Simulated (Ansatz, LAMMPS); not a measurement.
# Forces and charges in aqueous Rb+ and HSO4-, 4.3 mol of salt per kg of water at 360 K (184 atoms), part 2 of 2

What does DFT give for aqueous Rb+ and HSO4-, 4.3 mol of salt per kg of water at 360 K (184 atoms) as built?

Ansatz 0.2.0; Kohn-Sham DFT, PBEsol, PAW (set soft_2), plane waves.

The cell: 68 O, 4 S, 108 H and 4 Rb. The network of contacts between molecules at the start is that of the classical potential that made the cell. The concentration wasn't checked against solubility and may exceed it. The functional has no dispersion term. The density was typed from a rule of thumb and may lie off the real one at this temperature.

So far. Step 3 (Plane-wave single point): Valence density in the ab plane at fractional z = 0.111, with atoms of O and S and H and Rb within 0.2 Å of it. It is the smooth field of the valence electrons, not physical close to the nuclei.

## (3) Plane-wave single point (continued)

Electrostatic potential energy in the ab plane at fractional z = 0.111, with atoms of O and S and H and Rb within 0.2 Å of it. With pseudopotentials it is smooth inside the atoms' cores, unlike the true potential.

Ten even steps from '0' (-40 eV) to '9' (6 eV), each cell a mean:
```
87889999999998888999999999998626999
99999988999998878899999999998636999
99999999999999888999999999999899999
99999999999999999999999999999999999
99999999999999999999999988899999999
99999999889999512699998643478999999
99999999889999300599987200027899999
99999999999999841489987200027899999
99999999999999984588998632368999999
99999999999999998744899888899999999
89999999999999998623799999999988767
47899999999999887656899999998545101
16885269999983134115799999998652010
47886378999960014322359999999985101
78999999989996578740007999999997313
69999999999999999973138999999996000
89999999999999999999888899999998534
99999999758999999999977899999999999
99999998516999999999988999999999999
99999998425999999999987999999999757
99999999868999999999999999999999514
89999999999999999999999999999999745
99999999999999999999999999999999977
98899999999999999999999999999999999
```
Columns run along a (12.4 Å; values clipped at the 3rd and 97th percentile), rows up along b (12.4 Å). Atoms in or near the plane, at fractional coordinates: O at (0.95, 0.35), S at (0.95, 0.47), O at (0.40, 0.44), O at (0.58, 0.38), H at (0.15, 0.45), O at (0.44, 0.73), H at (0.47, 0.66), H at (0.26, 0.23), H at (0.95, 0.15), H at (0.86, 0.95), Rb at (0.72, 0.70).

Mean Löwdin charges: H +0.39, O -0.71, Rb +0.85, S +2.50 e (they miss 1.2 % of the electrons, so they add up to more than the cell's charge). The largest share in the top eV of filled states is O p (99 % of the projected weight), and in the lowest eV of empty states H s (51 % of the projected weight).

## (4) Structure statistics

Bonds and neighbours are counted at the geometry of the runs.

Density 1.46 g/cm³, 10.28 Å³ an atom.

g(r), total and by pair (bins of 0.2 Å):

| r (Å) | total | H-H | H-O | H-Rb | H-S | O-O | O-Rb |
| --- | --- | --- | --- | --- | --- | --- | --- |
| 0.90 | 2.85 | 0.00 | 6.60 | 0.00 | 0.00 | 0.00 | 0.00 |
| 1.10 | 1.99 | 0.00 | 4.58 | 0.00 | 0.00 | 0.00 | 0.00 |
| 1.30 | 0.00 | 0.00 | 0.00 | 0.00 | 0.00 | 0.00 | 0.00 |
| 1.50 | 0.46 | 0.00 | 0.35 | 0.00 | 0.00 | 0.00 | 0.00 |
| 1.70 | 1.40 | 2.59 | 1.12 | 0.00 | 0.00 | 0.00 | 0.00 |
| 1.90 | 0.49 | 0.48 | 0.75 | 0.00 | 0.00 | 0.00 | 0.00 |
| 2.10 | 0.54 | 0.85 | 0.47 | 0.00 | 1.62 | 0.00 | 0.00 |
| 2.30 | 0.62 | 1.09 | 0.31 | 0.00 | 0.00 | 0.77 | 0.00 |
| 2.50 | 0.72 | 1.00 | 0.44 | 0.00 | 1.11 | 1.14 | 0.00 |
| 2.70 | 0.93 | 0.91 | 0.65 | 0.23 | 2.14 | 1.69 | 2.61 |
| 2.90 | 1.11 | 0.99 | 0.90 | 1.64 | 1.49 | 1.69 | 3.94 |
| 3.10 | 1.06 | 0.74 | 1.27 | 2.16 | 0.74 | 1.05 | 1.44 |
| 3.30 | 1.08 | 0.97 | 1.25 | 1.44 | 0.64 | 0.87 | 0.77 |
| 3.50 | 1.11 | 1.10 | 1.14 | 2.12 | 0.42 | 0.93 | 1.15 |
| 3.70 | 1.11 | 1.06 | 1.21 | 0.77 | 0.77 | 1.05 | 0.19 |
| 3.90 | 1.07 | 1.17 | 1.07 | 0.92 | 1.25 | 0.88 | 0.54 |
| 4.10 | 1.15 | 1.14 | 1.16 | 1.34 | 1.15 | 1.04 | 1.14 |
| 4.30 | 0.96 | 1.00 | 1.00 | 0.47 | 1.34 | 0.72 | 0.90 |
| 4.50 | 0.93 | 0.98 | 0.77 | 0.95 | 1.37 | 1.25 | 1.52 |
| 4.70 | 0.98 | 0.80 | 1.03 | 0.95 | 0.87 | 1.24 | 0.99 |
| 4.90 | 0.99 | 0.99 | 0.97 | 1.39 | 1.45 | 0.90 | 1.05 |
| 5.10 | 0.94 | 0.98 | 0.91 | 1.21 | 0.81 | 0.91 | 0.86 |
| 5.30 | 0.98 | 1.09 | 0.91 | 0.62 | 1.05 | 0.97 | 1.20 |
| 5.50 | 0.98 | 0.92 | 1.04 | 1.26 | 0.46 | 1.02 | 0.82 |
| 5.70 | 1.03 | 1.02 | 1.04 | 1.33 | 0.87 | 1.00 | 0.85 |
| 5.90 | 0.97 | 0.97 | 1.01 | 0.85 | 0.90 | 0.87 | 0.95 |
| 6.10 | 0.93 | 0.93 | 0.92 | 1.03 | 0.75 | 0.95 | 1.25 |

Bonds by pair of elements; cutoffs follow the first minimum of g(r), held within bounds set by covalent radii, and pairs that aren't listed don't count as bonded:

| pair A-B | cutoff (Å) | bonds | mean length (Å) | spread (Å) | shortest (Å) | B about A | A about B |
| --- | --- | --- | --- | --- | --- | --- | --- |
| H-O | 1.21 | 108 | 0.999 | 0.003 | 0.976 | 1 | 1.59 |
| O-Rb | 3.35 | 26 | 2.93 | 0.169 | 2.68 | 0.382 | 6.5 |
| O-S | 2.02 | 16 | 1.48 | 0.064 | 1.41 | 0.235 | 4 |

The cutoff for O-Rb falls short of the minimum of g(r), so counts run low and odd coordinations can be artefacts.

How many atoms have how many bonded neighbours:

| element | mean | 1 | 2 | 3 | 4 | 6 | 7 |
| --- | --- | --- | --- | --- | --- | --- | --- |
| H | 1 | 108 | 0 | 0 | 0 | 0 | 0 |
| O | 2.21 | 7 | 42 | 17 | 2 | 0 | 0 |
| Rb | 6.5 | 0 | 0 | 0 | 0 | 2 | 2 |
| S | 4 | 0 | 0 | 0 | 4 | 0 | 0 |

Bond angles (no mean is given where the spread exceeds 20°):

| angle | count | mean (°) | spread (°) |
| --- | --- | --- | --- |
| O-Rb-O | 72 | - | - |
| H-O-H | 52 | 110 | 0 |
| H-O-Rb | 42 | - | - |
| O-S-O | 24 | 109 | 6.8 |
| Rb-O-S | 5 | 136 | 7.1 |

Hydrogen bonds between water molecules (O–O under 3.5 Å, H–O···O angle under 30°):

| hydrogen bonds to other water | molecules |
| --- | --- |
| 0 | 1 |
| 1 | 10 |
| 2 | 14 |
| 3 | 18 |
| 4 | 9 |

First shells of the ions:

| ion | count | shell | mean number |
| --- | --- | --- | --- |
| Rb | 4 | water O within 3.8 A | 7 |

Bond length by coordination (bonds to H left out):

| element | coordination | atoms | mean bond length (Å) |
| --- | --- | --- | --- |
| O | 1 | 7 | 1.45 |
| O | 2 | 9 | 2.00 |
| O | 3 | 17 | 2.92 |
| O | 4 | 2 | 3.00 |
| Rb | 6 | 2 | 2.90 |
| Rb | 7 | 2 | 2.96 |

The 52 water molecules hold 2.46 hydrogen bonds each to other water on average, with a mean O–O distance of 2.88 Å. Ion shells in this frame: Rb 7.0 (water O within 3.8 Å).

The surroundings of S20, one of the 4 S atoms, nearest first, numbered as they follow in the input and with coordinates relative to it.

| atom | x | y | z | distance (Å) | bonds | Löwdin charge (e) | Fx | Fy | Fz (eV/Å) |
| --- | --- | --- | --- | --- | --- | --- | --- | --- | --- |
| S20 | 0.00 | 0.00 | 0.00 | 0.00 | 4 | 2.45 | -0.21 | 1.09 | 0.33 |
| O23 | 0.34 | -1.19 | 0.72 | 1.44 | 1 | -0.74 | 1.27 | -1.42 | 0.53 |
| O22 | -0.51 | -0.40 | -1.32 | 1.48 | 1 | -0.71 | -0.80 | 0.40 | 1.25 |
| O21 | 0.97 | 1.12 | 0.00 | 1.48 | 1 | -0.73 | -1.70 | -1.43 | -0.08 |
| O19 | -1.25 | 0.45 | 0.95 | 1.63 | 2 | -0.65 | 0.82 | 1.92 | -1.16 |
| H24 | -1.76 | -0.34 | 1.22 | 2.16 | 1 | 0.41 | -1.04 | -1.29 | 0.22 |
| H44 | 0.03 | -0.20 | -2.64 | 2.64 | 1 | 0.37 | 1.06 | 0.41 | 0.26 |
| H66 | -1.38 | 2.09 | 1.18 | 2.76 | 1 | 0.39 | 0.27 | 0.50 | -0.47 |
| H84 | 1.92 | -1.76 | 1.07 | 2.81 | 1 | 0.38 | 0.74 | 0.11 | -0.57 |
| H164 | -0.08 | -1.80 | 2.20 | 2.84 | 1 | 0.38 | 0.00 | -0.40 | 0.62 |

The column of bonds counts only the pairs H-O within 1.21 Å, O-Rb within 3.35 Å, O-S within 2.02 Å; other neighbours, such as metal atoms beside each other in a compound, aren't counted, and periodic images can show an atom twice.

## (5) Summary of results

```
free energy per atom                             : -305.7438 eV/atom
pressure                                         : -0.4101 GPa
r.m.s. force component                           : 0.6703 eV/Å
gap (highest filled to lowest empty level) : 4.096 eV
wall time of the 1 DFT run                       : 27 s
```

What this shows: The highest filled and lowest empty levels differ by 4.10 eV (at Γ alone); a semilocal functional tends to put such gaps too low. In a disordered cell it changes from sample to sample and from frame to frame. The 52 water molecules hold 2.46 hydrogen bonds each to other water on average, with a mean O–O distance of 2.88 Å.

**Limits.** The force components of 0.67 eV/Å r.m.s. come partly from thermal motion and partly from the difference between the classical potential and DFT, above all in bond lengths inside molecules. The pressure of a single frame lacks the kinetic term.

[Logs are printed without paths, hosts, clocks, repeated set-up lines and the standing remarks that a program may print on its own settings, such as how far it seeks lower states.]

[Hosts, paths, dates, database ids (printed as entryN), source tags and the programs' standing remarks are cut or masked in the printed files.]
